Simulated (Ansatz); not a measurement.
# Phonons of BeHg (built on the sites of a database entry of SrHg) against volume

Wanted: mode Grüneisen parameters of BeHg (built on the sites of a database entry of SrHg).

Main program and level: Ansatz 0.2.0; DFT PBEsol, scalar-relativistic, plane waves, PseudoDojo norm-conserving pseudopotentials.

The structure was built from a prototype and need not be the compound's stable phase.

## (1) Starting point

It takes space group Pm-3m (No. 221, cubic). The conventional cell has a = 3.080 Å, b = 3.080 Å, c = 3.080 Å, α = 90.00°, β = 90.00°, γ = 90.00°. Be has 8 Hg at 2.67 Å nearest. Nearest to Hg lie 8 Be at 2.67 Å. Farther neighbours are not listed.

## (2) Response at finite wavevector

The cell comes from relaxations at this level that are not shown. Stability and thermal properties need the whole zone. Linear response on a 4×4×4 q mesh gives force constants as far as a supercell of that size would.

input.yaml reads:

```yaml
crystal:
  lattice:
    - [3.0800949983, 0.0, 0.0]
    - [0.0, 3.0800949983, 0.0]
    - [0.0, 0.0, 3.0800949983]
  atoms:
    - { symbol: Be, position: [0.5, 0.5, 0.5] }
    - { symbol: Hg, position: [0.0, 0.0, 0.0] }
kpoints:
  mp_grid: { grid: [12, 12, 12] }
hamiltonian:
  xc: pbesol
  pseudopotentials: { kind: nc, accuracy: standard }
scf:
  occupations: { method: methfessel_paxton, width: 0.15 }
output:
  eigenvalues: true
phonons:
  method: dfpt
  qmesh: [4, 4, 4]
  temperatures: { t_max: 1000, t_step: 50 }
  qpath:
    path:
      - [[0.0, 0.0, 0.0], [0.0, 0.5, 0.0], [0.5, 0.5, 0.0], [0.0, 0.0, 0.0], [0.5, 0.5, 0.5], [0.0, 0.5, 0.0]]
      - [[0.5, 0.5, 0.5], [0.5, 0.5, 0.0]]
    npoints: 10
```

The run is started by

```console
$ ansatz run input.yaml --threads 4 --pin off --max-ram 7168MiB --backend cpu --events-out ev --progress --plain --runs-dir out
```

Numbers of over 12 decimals in the logs are rounded to 6 here.

The program printed:

```text
Engine: ansatz 0.2.0, aarch64-unknown-linux-gnu
Pseudopotentials: kind: nc
Pseudopotential: Be, nc, valence charge 4, recommended cutoff 1197.300995 eV (normal), Be.nc.azcp (PseudoDojo's, or run here from an input of PseudoDojo's; its table is named by hamiltonian.pseudopotentials.accuracy)
Pseudopotential: Hg, nc, valence charge 20, recommended cutoff 897.975746 eV (normal), Hg.nc.azcp (PseudoDojo's, or run here from an input of PseudoDojo's; its table is named by hamiltonian.pseudopotentials.accuracy)
Functional definition: PBEsol
  exchange = pbesol_x
  correlation = pbesol_c
Crystal: 2 atoms, lattice volume = 29.221 Å³
Basis set: ecut = 1197.300995 eV, 2777 PW (Γ), exchange–correlation on 72×72×72 points (8 copies of the dense FFT grid, shifted against one another)
Bands: 16, of which v1, the nominal top of the filled ones, is band 12 counted from 1 (11 counted from 0)
Symmetry: 48 space group operations
k-points: 84 of 1728
Non-local potential: Be, projectors of the file, l = 0: 2, l = 1: 2
Non-local potential: Hg, projectors of the file, l = 0: 2, l = 1: 2, l = 2: 2, l = 3: 1
Initial density: superposition of atomic densities (chi_scale 0.1, normalization cell, long waves kept (reshape's long-wave potential 0.00 eV rms))
Initial wavefunctions: pseudopotential atomic-orbital guess
Functional: x = pbesol(κ = 0.804, μ = 0.123457), c = pbesol(β = 0.046)
SCF iter   1: F=—  HF=-4909.675338 eV  |F-HF|=—  |Δ(HF+E_count)|=         —  Δρ=6.81e-2  dr2=2.01e0  ethr=3.10e-3  ⟨swp⟩=6.5  Hψ=8261  notcnv=0
preconditioner: auto → none  [insulator: Δε(μ)=0.120 eV  Ē_g=11.287 eV  σ=0.150 eV  W_gap=0.55  n_scr=6 (ndim 8)  ℏωp=25.7 eV  f_vac=0.000  D(μ)=0.30/eV (n_scr^D=0)  ε∞_Penn≈6.2]
SCF iter   2: F=—  HF=-4909.125242 eV  |F-HF|=—  |Δ(HF+E_count)|=   5.50e-1  S|Δr|=    0.00e0  Δρ=3.74e-2  dr2=2.84e-1  ethr=3.10e-3  ⟨swp⟩=3.7  Hψ=3648  notcnv=0  defer=6
SCF iter   3: F=—  HF=-4909.029829 eV  |F-HF|=—  |Δ(HF+E_count)|=   9.54e-2  S|Δr|=    0.00e0  Δρ=1.09e-2  dr2=9.99e-3  ethr=1.18e-3  ⟨swp⟩=3.3  Hψ=3260  notcnv=0  defer=8
SCF iter   4: F=—  HF=-4909.028349 eV  |F-HF|=—  |Δ(HF+E_count)|=   1.48e-3  S|Δr|=    0.00e0  Δρ=1.66e-3  dr2=3.41e-4  ethr=4.16e-5  ⟨swp⟩=2.5  Hψ=2361  notcnv=0  defer=8
SCF iter   5: F=—  HF=-4909.028372 eV  |F-HF|=—  |Δ(HF+E_count)|=   2.29e-5  S|Δr|=    0.00e0  Δρ=1.95e-4  dr2=9.48e-6  ethr=1.42e-6  ⟨swp⟩=2.2  Hψ=1937  notcnv=0  defer=8
SCF iter   6: F=—  HF=-4909.028384 eV  |F-HF|=—  |Δ(HF+E_count)|=   1.23e-5  S|Δr|=    0.00e0  Δρ=4.43e-5  dr2=4.61e-7  ethr=3.95e-8  ⟨swp⟩=2.3  Hψ=2247  notcnv=0  defer=8
SCF iter   7: F=—  HF=-4909.028383 eV  |F-HF|=—  |Δ(HF+E_count)|=   1.41e-6  S|Δr|=    0.00e0  Δρ=9.82e-6  dr2=1.49e-8  ethr=1.92e-9  ⟨swp⟩=2.2  Hψ=2147  notcnv=0  defer=8
SCF iter   8: F=—  HF=-4909.028383 eV  |F-HF|=—  |Δ(HF+E_count)|=   5.81e-9  S|Δr|=    0.00e0  Δρ=7.57e-7  dr2=6.09e-11  ethr=6.19e-11  ⟨swp⟩=2.0  Hψ=2320  notcnv=0  defer=8
SCF iter   9: F=-4909.028383 eV  HF=-4909.028383 eV  |F-HF|=1.82e-12  |Δ(HF+E_count)|=  1.64e-11  S|Δr|=    0.00e0  Δρ=1.05e-7  dr2=7.32e-13  ethr=1.00e-12  ⟨swp⟩=10.1  Hψ=9254  notcnv=0
SCF 1 converged in 9 iterations: F = -4909.028383 eV  dr2 = 7.32e-13
Initial density: read from a saved state, or passed on in memory by an earlier SCF of this step, an earlier step, the calling program or the single point that the run made first
iter 1 solved again at ethr=2.58e-7 eV; its pass at ethr=3.10e-3 eV (dr2=6.18e-5 eV) is discarded
SCF iter   1: F=—  HF=-4909.028382 eV  |F-HF|=—  |Δ(HF+E_count)|=         —  Δρ=1.62e-6  dr2=6.00e-10  ethr=2.58e-7  ⟨swp⟩=4.4  Hψ=13517  notcnv=0
eigensolver tolerance schedule: the retry pair's looser diagonalisation over-reported the residual by 102932.59 of it (diagonalisation noise at an unbounded share of the residual, at the tolerance the schedule requests for it); recorded, not acted on — ethr = c·dr2/N_el stays at c = 1.0e-1
preconditioner: auto → none  [metal: Δε(μ)=0.053 eV  Ē_g=12.390 eV  σ=0.150 eV  W_gap=0.28  n_scr=6 (ndim 8)  ℏωp=25.7 eV  f_vac=0.000  D(μ)=0.48/eV (n_scr^D=0)]
SCF iter   2: F=—  HF=-4909.028383 eV  |F-HF|=—  |Δ(HF+E_count)|=   1.26e-6  S|Δr|=    0.00e0  Δρ=1.55e-6  dr2=6.95e-10  ethr=2.50e-12  ⟨swp⟩=4.7  Hψ=4477  notcnv=0
SCF iter   3: F=—  HF=-4909.028383 eV  |F-HF|=—  |Δ(HF+E_count)|=  1.97e-10  S|Δr|=    0.00e0  Δρ=6.80e-7  dr2=1.10e-10  ethr=2.50e-12  ⟨swp⟩=2.5  Hψ=2053  notcnv=0
SCF iter   4: F=—  HF=-4909.028383 eV  |F-HF|=—  |Δ(HF+E_count)|=  2.46e-11  S|Δr|=    0.00e0  Δρ=4.58e-7  dr2=4.91e-11  ethr=1.00e-12  ⟨swp⟩=1.0  Hψ=1344  notcnv=0
SCF iter   5: F=—  HF=-4909.028383 eV  |F-HF|=—  |Δ(HF+E_count)|=  1.27e-11  S|Δr|=    0.00e0  Δρ=2.39e-7  dr2=1.20e-11  ethr=1.00e-12  ⟨swp⟩=1.0  Hψ=1344  notcnv=0
SCF iter   6: F=-4909.028383 eV  HF=-4909.028383 eV  |F-HF|=5.46e-12  |Δ(HF+E_count)|=  9.09e-13  S|Δr|=    0.00e0  Δρ=1.56e-7  dr2=5.52e-12  ethr=1.00e-12  ⟨swp⟩=3.9  Hψ=3848  notcnv=0
SCF 2 converged in 6 iterations: F = -4909.028383 eV  dr2 = 5.52e-12
phonons: the bands overlap, so this run is a metal and interpolates without the dipole-dipole term. If the crystal is really an insulator or semiconductor, its LO-TO splitting is missing
NSCF: frozen V_eff on 84 k-points
NSCF: frozen V_eff on 196 k-points
DFPT response loops at q = (0, 0, 0) (fractional): preconditioner auto → Kerker (q_TF=auto, 2.640 Å⁻¹) (partly filled bands, converged f_vac=0.000); β = 1.00, the filter's whole step (`scf.mixing.beta` (0.50) is not read by the response loops under this deck's `scf.mixing.preconditioner`; to damp them name `kerker` or `kerker_dos`, under which they read `scf.mixing.beta`, and type it under 1.00, their step now; both keys bind the ground state too); Broyden in place of MSR1
NSCF: frozen V_eff on 1176 k-points
DFPT response loops at q = (0, 0, 0.25) (fractional): mixed as the last ones told, above
NSCF: frozen V_eff on 686 k-points
DFPT response loops at q = (0, 0, -0.5) (fractional): mixed as the last ones told, above
NSCF: frozen V_eff on 2016 k-points
DFPT response loops at q = (0, 0.25, 0.25) (fractional): mixed as the last ones told, above
NSCF: frozen V_eff on 1176 k-points
DFPT response loops at q = (0, 0.25, -0.5) (fractional): mixed as the last ones told, above
NSCF: frozen V_eff on 686 k-points
DFPT response loops at q = (0, -0.5, -0.5) (fractional): mixed as the last ones told, above
NSCF: frozen V_eff on 1872 k-points
DFPT response loops at q = (0.25, 0.25, 0.25) (fractional): mixed as the last ones told, above
NSCF: frozen V_eff on 2016 k-points
DFPT response loops at q = (0.25, 0.25, -0.5) (fractional): mixed as the last ones told, above
NSCF: frozen V_eff on 1176 k-points
DFPT response loops at q = (0.25, -0.5, -0.5) (fractional): mixed as the last ones told, above
NSCF: frozen V_eff on 392 k-points
DFPT response loops at q = (-0.5, -0.5, -0.5) (fractional): mixed as the last ones told, above
SCF converged after 9 iterations
Stability not checked: this state was not tested for a lower state beside it, because cold or Methfessel-Paxton smearing, or corrected tetrahedra, fill the levels in a way that the test cannot read (fill_not_monotonic; see scf.lower_state_search)
Free energy (F): -4909.028383 eV
Harris-Foulkes:  -4909.028383 eV  (|F-HF|=1.82e-12)
Internal energy: -4909.027664 eV  (E = F + TS)
E sigma→0 (E₀):  -4909.028203 eV
Entropy (-TS):   -0.000719 eV (-0.359 meV/atom)
Fermi energy:    15.916309 eV
--- Per-component energies (eV) ---
  E_band       = -547.982265
  E_kinetic    = 1524.394395
  E_local      = -3577.177276  (includes V_loc(G=0)·N_el)
  E_nonlocal   = -111.539597
  E_hartree    = 1125.287037
  E_xc         = -811.037324
  E_vxc        = -634.233901  (∫ρ·V_xc dr)
  E_ewald      = -3058.954898
  E_smearing   = -0.000719  (= −TS)
  E_closure    = -0.000000  (closes the sum)
  Σ components = -4909.028383   (vs F -4909.028383, Δ=0.00e0)
--- Band table (eV; the first three rows and the last of 84) ---
  k-point 0: bands = [... 8 lower, 8.2633, 8.2633, 8.2633, 18.3177, 18.3177, 18.3177, 23.7234, 25.8509]
  k-point 1: bands = [... 8 lower, 8.2063, 8.2063, 8.2680, 17.6638, 18.4919, 18.4919, 23.9144, 25.7589]
  k-point 2: bands = [... 8 lower, 8.0560, 8.0560, 8.2810, 16.2231, 18.9922, 18.9922, 24.1169, 25.5075]
  k-point 83: bands = [... 8 lower, 8.9807, 8.9807, 17.3862, 17.3862, 17.3862, 17.4901, 17.6607, 18.5800]
--- Phonons (Γ-DFPT): 2 representative perturbations + reference (Σ response iterations 5) ---
  ASR residual: 2.379e-4 → 0.000e0 eV/Å²; symmetrization residual: 6.864e-7 eV/Å²
  ASR residual per site (eV/Å²): 1.18e-5 2.38e-4
  Γ frequencies (cm⁻¹): 0.00 0.00 0.00 216.18 216.18 216.18
--- Phonons (arbitrary-q DFPT): 10 irreducible q on the 4×4×4 mesh ---
  q = [0.0000, 0.0000, 0.0000] (star 1, of the zone-centre solve; hermiticity 9.26e-7, symmetrization 6.43e-14): -0.00 -0.00 0.00 216.18 216.18 216.18
  q = [0.0000, 0.0000, 0.2500] (star 6, 4 solved perturbations in 1848 linear systems a pass and spin channel, the states on 588 of 1728 k-point pairs; hermiticity 5.78e-7, symmetrization 8.81e-13, the responses' own estimated error 4.8e-5 eV/Å²): 20.87 20.87 79.76 204.27 204.27 231.88
  q = [0.0000, 0.0000, -0.5000] (star 3, 4 solved perturbations in 1078 linear systems a pass and spin channel, the states on 343 of 1728 k-point pairs; hermiticity 1.35e-7, symmetrization 6.72e-8, the responses' own estimated error 4.6e-5 eV/Å²): 28.40 28.40 108.14 199.96 199.96 250.56
  q = [0.0000, 0.2500, 0.2500] (star 12, 4 solved perturbations in 3108 linear systems a pass and spin channel, the states on 1008 of 1728 k-point pairs; hermiticity 4.58e-7, symmetrization 1.85e-13, the responses' own estimated error 4.7e-5 eV/Å²): -14.94 26.43 81.97 229.67 234.16 237.76
  q = [0.0000, 0.2500, -0.5000] (star 12, 6 solved perturbations on 588 of 1728 k-point pairs; hermiticity 2.61e-7, symmetrization 5.53e-8, the responses' own estimated error 4.6e-5 eV/Å²): 24.17 48.65 75.52 244.43 245.25 253.81
  q = [0.0000, -0.5000, -0.5000] (star 3, 4 solved perturbations in 1078 linear systems a pass and spin channel, the states on 343 of 1728 k-point pairs; hermiticity 9.40e-8, symmetrization 6.76e-11, the responses' own estimated error 4.5e-5 eV/Å²): -76.63 -76.63 -24.19 233.29 233.29 269.55
  q = [0.2500, 0.2500, 0.2500] (star 8, 2 solved perturbations on 936 of 1728 k-point pairs; hermiticity 4.32e-7, symmetrization 8.16e-13, the responses' own estimated error 1.6e-5 eV/Å²): 23.99 23.99 69.09 196.25 196.25 279.62
  q = [0.2500, 0.2500, -0.5000] (star 12, 4 solved perturbations in 3108 linear systems a pass and spin channel, the states on 1008 of 1728 k-point pairs; hermiticity 2.44e-7, symmetrization 1.16e-8, the responses' own estimated error 4.0e-5 eV/Å²): -21.20 70.59 72.58 129.56 221.43 266.27
  q = [0.2500, -0.5000, -0.5000] (star 6, 4 solved perturbations in 1848 linear systems a pass and spin channel, the states on 588 of 1728 k-point pairs; hermiticity 1.55e-7, symmetrization 4.15e-9, the responses' own estimated error 1.6e-5 eV/Å²): -73.01 -73.01 72.47 186.21 186.21 215.30
  q = [-0.5000, -0.5000, -0.5000] (star 1, 2 solved perturbations on 196 of 1728 k-point pairs; hermiticity 3.97e-10, symmetrization 1.98e-10, the responses' own estimated error 1.9e-5 eV/Å²): 77.25 77.25 77.25 90.44 90.44 90.44
  sum rule: each row above includes the acoustic sum rule's correction from the zone centre's row sums; it moved no ω² by more than (0.60 cm⁻¹)²
  mesh force constants: q→R imaginary residual 3.70e-18; ASR residual 2.379e-4 → 0.000e0 eV/Å²; symmetrization residual 2.665e-15 eV/Å²
  interpolated dispersion: 62 rows × 6 modes
  density of states and harmonic sums: on the 20×20×20 q-mesh, interpolated from the force constants of a 4×4×4 supercell (no non-analytic term)
  largest difference from the sums on the solved wave vectors: F 5.84e-2 eV, S 6.92e-5 and C_V 1.29e-5 eV/K
  zero-point energy: 0.048396 eV/cell   skipped modes (ω ≤ 0): 192, of them read as no rigid motion or as one in doubt: 189 (6.244e-1 modes/cell left out, lowest -77.46 cm⁻¹)   left out of the sums: 1.04e-1 of the cell's modes: C_V's classical limit lies that fraction below 3 k_B per atom; for a crystal, a wire or a layer, F and S can be off by more, and a phonons.interpolated_qmesh denser along its periods is the remedy for the sampling
```

Wall time 8.3 min (4 threads of Arm Neoverse V2, shared host); peak memory 3.8 GiB.

This step gave:

```yaml
volume_per_atom: 14.61 Å³
gap_on_the_k_mesh: 0 eV
sum_rule_residual_before_enforcement: 2.38e-4 eV/Å²
lowest_frequency_on_the_path: -77.46 cm⁻¹
point_group: m-3m
highest_frequency_on_the_path_or_at_a_solved_wavevector: 279.6 cm⁻¹
highest_optical_mode_at_the_zone_centre_no_lo_to_term: 216.2 cm⁻¹
lowest_optical_zone_centre_mode: 216.2 cm⁻¹
lowest_mode_on_the_q_mesh_acoustic_modes_at_gamma_apart: -76.63 cm⁻¹
```

Frequencies (cm⁻¹) solved at each irreducible wavevector; negative means imaginary. Frequencies by wavevector, by row:

| q in reciprocal lattice units | star | mode 1 | mode 2 | mode 3 | mode 4 | mode 5 | mode 6 |
| --- | --- | --- | --- | --- | --- | --- | --- |
| 0 0 0 | 1 | 0 | 0 | 0 | 216.2 | 216.2 | 216.2 |
| 0 0 0.25 | 6 | 20.9 | 20.9 | 79.8 | 204.3 | 204.3 | 231.9 |
| 0 0 -0.5 | 3 | 28.4 | 28.4 | 108.1 | 200 | 200 | 250.6 |
| 0 0.25 0.25 | 12 | -14.9 | 26.4 | 82 | 229.7 | 234.2 | 237.8 |
| 0 0.25 -0.5 | 12 | 24.2 | 48.6 | 75.5 | 244.4 | 245.2 | 253.8 |
| 0 -0.5 -0.5 | 3 | -76.6 | -76.6 | -24.2 | 233.3 | 233.3 | 269.6 |
| 0.25 0.25 0.25 | 8 | 24 | 24 | 69.1 | 196.2 | 196.2 | 279.6 |
| 0.25 0.25 -0.5 | 12 | -21.2 | 70.6 | 72.6 | 129.6 | 221.4 | 266.3 |
| 0.25 -0.5 -0.5 | 6 | -73 | -73 | 72.5 | 186.2 | 186.2 | 215.3 |
| -0.5 -0.5 -0.5 | 1 | 77.2 | 77.2 | 77.2 | 90.4 | 90.4 | 90.4 |

Symmetry leaves 10 wavevectors to solve. The lowest mode among them, the acoustic zeros apart, lies at q = (0, -0.5, -0.5) and is imaginary, 76.6i cm⁻¹, so the energy falls along it.

## (3) Relaxing at another volume, volume ratio 0.97

The volume is scaled by 0.97 and held; symmetry leaves nothing to relax, so this is a single point. The modes can then be followed against volume.

input.yaml, the sections that differ from step 2:

```yaml
crystal:
  lattice:
    - [3.0489808003, 0.0, 0.0]
    - [0.0, 3.0489808003, 0.0]
    - [0.0, 0.0, 3.0489808003]
  atoms:
    - { symbol: Be, position: [0.5, 0.5, 0.5] }
    - { symbol: Hg, position: [0.0, 0.0, 0.0] }
output:
  forces: true
  stress: true
  eigenvalues: true
# kpoints, hamiltonian, scf: as in step 2
# phonons: removed
```

The program printed:

```text
[...]
Crystal: 2 atoms, lattice volume = 28.344 Å³
Basis set: ecut = 1197.300995 eV, 2601 PW (Γ), exchange–correlation on 72×72×72 points (8 copies of the dense FFT grid, shifted against one another)
Bands: 16, of which v1, the nominal top of the filled ones, is band 12 counted from 1 (11 counted from 0)
Symmetry: 48 space group operations
[...]
k-points: 84 of 1728
[...]
--- Band table (eV; the first three rows and the last of 84) ---
  k-point 0: bands = [... 8 lower, 8.8025, 8.8025, 8.8025, 18.9332, 18.9332, 18.9332, 24.7074, 26.6354]
  k-point 1: bands = [... 8 lower, 8.7414, 8.7414, 8.8075, 18.2819, 19.1142, 19.1142, 24.8852, 26.5293]
  k-point 2: bands = [... 8 lower, 8.5806, 8.5806, 8.8213, 16.8356, 19.6332, 19.6332, 25.0579, 26.2413]
  k-point 83: bands = [... 8 lower, 9.5611, 9.5611, 17.9833, 17.9833, 17.9833, 18.1847, 18.4984, 19.2885]
[key lines of the parts left out:]
SCF converged after 7 iterations
Free energy (F): -4909.019399 eV
Fermi energy:    16.597655 eV
P = ⅓ Tr σ = 3.4044 GPa (34.044 kbar)
```

It took 2 s on 4 threads; peak memory 0.4 GiB.

This step gave:

```yaml
pressure: 3.404 GPa
volume_per_atom: 14.17 Å³
```

The run ends at a pressure of 3.40 GPa.

## (4) Phonons at the other volume, volume ratio 0.97

The phonons are repeated at this volume on the same k and q meshes.

input.yaml, the sections that differ from step 3:

```yaml
output:
  eigenvalues: true
phonons:
  method: dfpt
  qmesh: [4, 4, 4]
  temperatures: { t_max: 1000, t_step: 50 }
  qpath:
    path:
      - [[0.0, 0.0, 0.0], [0.0, 0.5, 0.0], [0.5, 0.5, 0.0], [0.0, 0.0, 0.0], [0.5, 0.5, 0.5], [0.0, 0.5, 0.0]]
      - [[0.5, 0.5, 0.5], [0.5, 0.5, 0.0]]
    npoints: 10
# crystal, kpoints, hamiltonian, scf: as in step 3
```

The program printed:

```text
[...]
Crystal: 2 atoms, lattice volume = 28.344 Å³
Basis set: ecut = 1197.300995 eV, 2601 PW (Γ), exchange–correlation on 72×72×72 points (8 copies of the dense FFT grid, shifted against one another)
Bands: 16, of which v1, the nominal top of the filled ones, is band 12 counted from 1 (11 counted from 0)
Symmetry: 48 space group operations
k-points: 84 of 1728
[...]
SCF iter   1: F=—  HF=-4909.703164 eV  |F-HF|=—  |Δ(HF+E_count)|=         —  Δρ=7.12e-2  dr2=2.12e0  ethr=3.10e-3  ⟨swp⟩=6.4  Hψ=8242  notcnv=0
[...]
SCF iter   9: F=-4909.019399 eV  HF=-4909.019399 eV  |F-HF|=0.00e0  |Δ(HF+E_count)|=  4.09e-11  S|Δr|=    0.00e0  Δρ=1.31e-7  dr2=5.45e-13  ethr=1.00e-12  ⟨swp⟩=10.3  Hψ=9293  notcnv=0
SCF 1 converged in 9 iterations: F = -4909.019399 eV  dr2 = 5.45e-13
[...]
SCF iter   5: F=-4909.019399 eV  HF=-4909.019399 eV  |F-HF|=3.64e-12  |Δ(HF+E_count)|=  1.09e-11  S|Δr|=    0.00e0  Δρ=1.65e-7  dr2=5.84e-12  ethr=1.00e-12  ⟨swp⟩=3.8  Hψ=5185  notcnv=0
SCF 2 converged in 5 iterations: F = -4909.019399 eV  dr2 = 5.84e-12
[...]
NSCF: frozen V_eff on 84 k-points
[...]
SCF converged after 9 iterations
[...]
Free energy (F): -4909.019399 eV
[...]
Internal energy: -4909.019183 eV  (E = F + TS)
E sigma→0 (E₀):  -4909.019345 eV
Entropy (-TS):   -0.000215 eV (-0.108 meV/atom)
Fermi energy:    16.597630 eV
[...]
--- Band table (eV; the first three rows and the last of 84) ---
  k-point 0: bands = [... 8 lower, 8.8024, 8.8024, 8.8024, 18.9332, 18.9332, 18.9332, 24.7074, 26.6354]
  k-point 1: bands = [... 8 lower, 8.7413, 8.7413, 8.8074, 18.2819, 19.1141, 19.1141, 24.8851, 26.5293]
  k-point 2: bands = [... 8 lower, 8.5805, 8.5805, 8.8213, 16.8356, 19.6332, 19.6332, 25.0579, 26.2413]
  k-point 83: bands = [... 8 lower, 9.5610, 9.5610, 17.9833, 17.9833, 17.9833, 18.1846, 18.4984, 19.2885]
[...]
ASR residual: 4.846e-5 → 0.000e0 eV/Å²; symmetrization residual: 3.167e-6 eV/Å²
  ASR residual per site (eV/Å²): 6.27e-6 4.85e-5
  Γ frequencies (cm⁻¹): 0.00 0.00 0.00 238.70 238.70 238.70
--- Phonons (arbitrary-q DFPT): 10 irreducible q on the 4×4×4 mesh ---
[...]
interpolated dispersion: 62 rows × 6 modes
[...]
```

Elapsed: 8.1 min, on 4 threads; peak memory 3.7 GiB.

Numbers from this step:

```
sum-rule residual before enforcement                    : 4.85e-5 eV/Å²
lowest frequency on the path                            : -70.31 cm⁻¹
highest frequency on the path or at a solved wavevector : 302.0 cm⁻¹
highest optical mode at the zone centre (no LO-TO term) : 238.7 cm⁻¹
lowest optical zone-centre mode                         : 238.7 cm⁻¹
lowest mode on the q mesh (acoustic modes at Γ apart)   : -70.25 cm⁻¹
```

Frequencies (cm⁻¹) solved at each irreducible wavevector; negative means imaginary. Frequencies by wavevector, by row:

| q in reciprocal lattice units | star | mode 1 | mode 2 | mode 3 | mode 4 | mode 5 | mode 6 |
| --- | --- | --- | --- | --- | --- | --- | --- |
| 0 0 0 | 1 | 0 | 0 | 0 | 238.7 | 238.7 | 238.7 |
| 0 0 0.25 | 6 | 25.5 | 25.5 | 85.4 | 229.8 | 229.8 | 258.6 |
| 0 0 -0.5 | 3 | 34.4 | 34.4 | 116.7 | 228.4 | 228.4 | 285.6 |
| 0 0.25 0.25 | 12 | 12.9 | 32.1 | 88.5 | 254.6 | 259.4 | 264.7 |
| 0 0.25 -0.5 | 12 | 30.6 | 54.4 | 83 | 268.8 | 269.2 | 278.3 |
| 0 -0.5 -0.5 | 3 | -70.2 | -70.2 | -17.6 | 261.1 | 261.1 | 291.7 |
| 0.25 0.25 0.25 | 8 | 37.5 | 37.5 | 75.2 | 224.1 | 224.1 | 302 |
| 0.25 0.25 -0.5 | 12 | 14.1 | 76.4 | 79.1 | 173.2 | 244.4 | 289.5 |
| 0.25 -0.5 -0.5 | 6 | -58.5 | -58.5 | 78.2 | 210.7 | 210.7 | 241.8 |
| -0.5 -0.5 -0.5 | 1 | 97.1 | 97.1 | 97.1 | 127.6 | 127.6 | 127.6 |

The highest optical mode at the zone centre (no LO-TO term) is 238.7 cm⁻¹, +22.5 cm⁻¹ against the base run.

[end of part 1 of 2]

[Logs are printed without paths, hosts, clocks, repeated set-up lines and the standing remarks that a program may print on its own settings, such as how far it seeks lower states.]

[Hosts, paths, dates, database ids (printed as entryN), source tags and the programs' standing remarks are cut or masked in the printed files.]
